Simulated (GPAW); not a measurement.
A computed O K-edge spectrum of one site in a crystal of Ba, O and Ti, with its zero at a photon energy of about 529.1 eV (raw 538.0 eV, less 8.9 eV of added terms; uncertain by a few eV). Method: GPAW, PBE + U, full core hole (charged cell) in a small cell, dipole transitions, broadening that rises with energy.

Energy from the lowest empty level; intensity scaled to a mean of 1 over the first 20 eV:

```
E (eV)  intensity
  -2.0       0.00
  -1.5       0.00
  -1.0       0.00
  -0.5       0.01
   0.0       0.11
   0.5       0.48
   1.0       1.11
   1.5       1.33
   2.0       0.97
   2.5       0.82
   3.0       0.67
   3.5       0.93
   4.0       1.10
   4.5       1.38
   5.0       1.48
   5.5       1.43
   6.0       1.50
   6.5       1.49
   7.0       1.22
   7.5       0.75
   8.0       0.43
   8.5       0.34
   9.0       0.34
   9.5       0.44
  10.0       0.77
  10.5       1.26
  11.0       1.64
  11.5       1.72
  12.0       1.54
  12.5       1.29
  13.0       1.14
  13.5       1.13
  14.0       1.16
  14.5       1.15
  15.0       1.07
  15.5       0.97
  16.0       0.90
  16.5       0.90
  17.0       0.93
  17.5       0.94
  18.0       0.88
  18.5       0.78
  19.0       0.65
  19.5       0.54
  20.0       0.45
  20.5       0.40
  21.0       0.38
  21.5       0.39
  22.0       0.41
  22.5       0.42
  23.0       0.44
  23.5       0.46
  24.0       0.49
  24.5       0.51
  25.0       0.54
  25.5       0.56
  26.0       0.60
  26.5       0.63
  27.0       0.67
  27.5       0.73
  28.0       0.79
  28.5       0.85
  29.0       0.93
  29.5       1.00
  30.0       1.07
  30.5       1.13
  31.0       1.18
  31.5       1.22
  32.0       1.25
```

Q: Which coordination does this site have?

A K edge sees empty p states; the first features are O p mixed into the empty d states of the Ti neighbours, and the broad ones above probably into the cations' higher empty bands. It is atom 3 of BaTiO3 (Pm-3m), with 2 Ti at 2.00 Å (linear, site symmetry 4/mmm). Its main maxima below 24 eV lie at 1.4 eV (1.38), 4.9 eV (1.48), 6.3 eV (1.52), 11.4 eV (1.73), 14.2 eV (1.17) and 17.3 eV (0.94). A near-edge spectrum doesn't fix the structure by itself; it is matched against candidates. The mesh is coarse (0.37 Å⁻¹ between points), so small maxima may be mesh ripples. Lifetime broadening is put in by hand, and intensities beyond about 20 eV depend on it and on the partial waves; weight that the partial waves miss at high energy is lost. The structure is a published determination, not relaxed.

[Banner, clock and machine lines of the logs are left out without a mark of their own.]

[Logs are printed without paths, hosts, clocks, repeated set-up lines and the standing remarks that a program may print on its own settings, such as how far it seeks lower states.]

[Hosts, paths, dates, database ids (printed as entryN), source tags and the programs' standing remarks are cut or masked in the printed files.]

[Lists of maxima count a maximum above −3 eV only where it reaches 4 % of the highest in the window and stands out from its surroundings by 2 % of it (1.5 % where it reaches 55 %); shoulders and weaker maxima are passed over, and of the rest the first, up to two pre-edge ones and the few strongest are named.]
